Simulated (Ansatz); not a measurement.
# 1T-TiTe2 monolayer in a perpendicular field, part 4 of 4

Wanted: the out-of-plane response of the 1T-TiTe2 monolayer. A positive field points along +c.

Ansatz 0.2.0; plane-wave DFT, PBE-D3(BJ), Ansatz PAW (the session's first sound run).

So far, equivalent conductor thickness p/(ε₀AE) (Å): step 9 (response, atoms held, PBE D3(BJ)) 6.20; step 12 (LDA) 6.19; step 15 (PBE) 6.20; step 18 (r2SCAN) 6.12.

## Step 22: Response at this level

This step: plane-wave DFT, HSE06, Ansatz PAW; response to a field along the normal, atoms held (Ansatz 0.2.0).

The induced dipole is that of a conductor 6.11 Å thick.

## Step 23: The same run with other settings

This step: plane-wave DFT, PBE-D3(BJ), Ansatz PAW (Ansatz 0.2.0).

An input spoilt on purpose, to show how the run answers: it repeats the earlier run at 0.1 V/Å with total_charge to 0.5, and scf.max_iter set to 50.

input.yaml reads:

```yaml
crystal:
  lattice:
    - [3.6789107935, 0.0, 0.0]
    - [-1.8394553967, 3.1860302054, 0.0]
    - [0.0, 0.0, 21.5239617149]
  atoms:
    - { symbol: Te, position: [0.6666666667, 0.3333333333, 0.4181386363] }
    - { symbol: Ti, position: [0.0, 0.0, 0.5] }
    - { symbol: Te, position: [0.3333333333, 0.6666666667, 0.5818613637] }
kpoints:
  mp_grid: { grid: [12, 12, 1] }
  band_path:
    path: [[0, 0, 0], [0.5, 0, 0], [0.33333333, 0.33333333, 0], [0, 0, 0]]
    npoints: 16
hamiltonian:
  xc: pbe
  dispersion: d3bj
scf:
  occupations: { method: fermi_dirac, width: 0.05 }
  convergence: { dr2_threshold: 1.0e-10 }
  max_iter: 50
efield:
  axis: 3
  dipole_correction: true
  ramp_position: 0.97
  ramp_width: 0.06
  amplitude: 0.1
output:
  write_potential: true
  write_density: true
  volumetric_format: npy
total_charge: 0.5
```

On the command line:

```bash
> ansatz run input.yaml --threads 4 --pin off --max-ram 6144MiB --backend cpu --events-out ev --progress --plain --runs-dir out
```

Numbers of over 12 decimals in the logs are rounded to 6 here.

Log:

```text
Error: efield: with total_charge ≠ 0 without external_charges — the saw-weighted dipole of a charged cell depends on the ramp position (the isolated-slab reference a dipole correction restores does not exist for a charged slab), so the field energy is ill-defined under the jellium convention; neutralise the cell or drop the efield: block, which crystal.periodic lets a charged slab do
```

The job ended after 0.02 s (4 threads of Arm Neoverse N1, shared host; peak memory 0.06 GiB).

The input was rejected at the start.

The program's message: “Error: efield: with total_charge ≠ 0 without external_charges — the saw-weighted dipole of a charged cell depends on the ramp position (the isolated-slab reference a dipole correction restores does no …”

The fault put into the input: a net charge in a cell with a dipole correction and no gate.

## Step 24: The same run with other settings: efield.amplitude = 0.2

Another changed input: it repeats the earlier run at 0.1 V/Å with efield.amplitude from 0.1 to 0.2.

Edit input.yaml of step 23 so:

```diff
@@ -20,3 +20,2 @@
   convergence: { dr2_threshold: 1.0e-10 }
-  max_iter: 50
 efield:
@@ -26,3 +25,3 @@
   ramp_width: 0.06
-  amplitude: 0.1
+  amplitude: 0.2
 output:
@@ -31,2 +30 @@
   volumetric_format: npy
-total_charge: 0.5
```

Log:

```text
[...]
Crystal: 3 atoms, lattice volume = 252.285 Å³
Basis set: ecut = 420 eV, 4931 PW (Γ)
Bands: 27, of which v1, the nominal top of the filled ones, is band 22 counted from 1 (21 counted from 0)
Symmetry: 6 space group operations
k-points: 19 of 144 (time reversal used)
[...]
SCF iter   1: F=—  HF=-16463.095673 eV  |F-HF|=—  |Δ(HF+E_count)|=         —  Δρ=1.54e-2  dr2=1.87e0  ethr=3.10e-3  p=0.080 e·Å  D=5.75e-2 V/Å  ΔV_dip=-1.24 eV  dr2_dipole=2.14e-6  V_vac-E_F(+/−)=7.50/4.83 eV  ⟨swp⟩=9.8  Hψ=2756  notcnv=0
[...]
SCF iter  11: F=-16462.732826 eV  HF=-16462.732826 eV  |F-HF|=8.00e-11  |Δ(HF+E_count)|=   2.74e-9  Δρ=1.20e-7  dr2=4.44e-11  ethr=1.00e-12  p=0.080 e·Å  D=5.76e-2 V/Å  ΔV_dip=-1.24 eV  dr2_dipole=5.43e-12  V_vac-E_F(+/−)=6.04/3.37 eV  ⟨swp⟩=2.4  Hψ=2125  notcnv=0
SCF 1 converged in 11 iterations: F = -16462.732826 eV  dr2 = 4.44e-11
[...]
SCF converged after 11 iterations
Free energy (F): -16462.732826 eV
[...]
Internal energy: -16462.722309 eV  (E = F + TS)
E sigma→0 (E₀):  -16462.727568 eV
Entropy (-TS):   -0.010517 eV (-3.506 meV/atom)
Fermi energy:    0.002720 eV
Dipole field:    D = 0.057574 V/Å  (p = 0.080271 e·Å, saw-weighted, corrected)
Work function:   not extracted (applied field tilts the vacuum); planar V_es + V_field profile in the machine report
[...]
--- Band table (eV; the first three rows and the last of 19) ---
  k-point 0: bands = [... 18 lower, -1.3463, -1.3463, 0.4424, 0.5007, 0.5007, 1.3636, 1.3636, 3.5371, ... 1 higher]
  k-point 1: bands = [... 18 lower, -1.3359, -1.1483, 0.0342, 0.2874, 0.4427, 1.2859, 1.4933, 3.0507, ... 1 higher]
  k-point 2: bands = [... 18 lower, -1.3283, -1.1969, -0.9434, -0.0786, 0.3558, 1.2935, 1.6144, 2.4082, ... 1 higher]
  k-point 18: bands = [... 18 lower, -3.7385, -2.8549, -2.0198, -1.9803, 1.2305, 1.2694, 1.2731, 2.5353, ... 1 higher]
```

Elapsed: 13 s, on 4 threads; peak memory 0.54 GiB; 50 s of CPU time.

This step gave:

| Quantity | Value |
| --- | --- |
| energy at zero smearing | -16462.7276 eV |
| dipole along the normal | 0.08027 e·Å |

Electronic bands along the path, in eV, zero at the Fermi level:

```
  point  band 19  band 20  band 21  band 22  band 23  band 24  band 25  band 26
      Γ    -1.35    -1.35     0.44     0.50     0.50     1.36     1.36     3.53
halfway    -2.40    -1.39    -1.16    -0.36     0.15     1.36     1.56     2.31
      M    -2.39    -1.84    -1.71    -0.53    -0.19     1.35     1.68     3.06
halfway    -2.49    -2.24    -1.96    -1.89     0.63     1.40     1.55     2.34
      K    -3.74    -2.86    -2.02    -1.98     1.23     1.27     1.27     2.53
halfway    -2.69    -1.59    -1.55    -0.96     0.59     1.16     1.57     2.22
      Γ    -1.35    -1.35     0.44     0.50     0.50     1.36     1.36     3.53
```

```csv
quantity,this run,earlier run,difference
dipole along the normal (e·Å),0.08027,0.04013,0.040
```

The applied field differs, and the slope found earlier predicts a dipole of 0.0803 e·Å; this run gives 0.0803 e·Å, in line with it.

## Step 25: Summary of results

| Item | Value |
| --- | --- |
| gap without field | none |
| work function, upper face | 4.77 eV |
| equivalent conductor thickness, atoms held | 6.20 Å |
| equivalent conductor thickness, LDA | 6.19 Å |
| equivalent conductor thickness, PBE | 6.20 Å |
| equivalent conductor thickness, r2SCAN | 6.12 Å |
| equivalent conductor thickness, HSE06 | 6.11 Å |

**Reading.** The induced dipole equals that of a perfect conductor 6.20 Å thick, while the outer atoms lie 3.52 Å apart. Across the functionals the thickness runs from 6.11 to 6.20 Å; those runs use a coarser k-mesh, so they are to be compared with each other. There is no gap over 0.03 eV, with or without the field. The main runs have no spin polarisation; a magnetic state could lie lower and would change these results. Spin-orbit coupling is left out, which matters for the bands of elements this heavy.

[Logs are printed without paths, hosts, clocks, repeated set-up lines and the standing remarks that a program may print on its own settings, such as how far it seeks lower states.]

[Hosts, paths, dates, database ids (printed as entryN), source tags and the programs' standing remarks are cut or masked in the printed files.]

[Maps of the electrostatic potential energy from Ansatz leave out the sawtooth potential of an applied field or a dipole correction, so their vacuum need not be flat; planar profiles and work functions include it.]
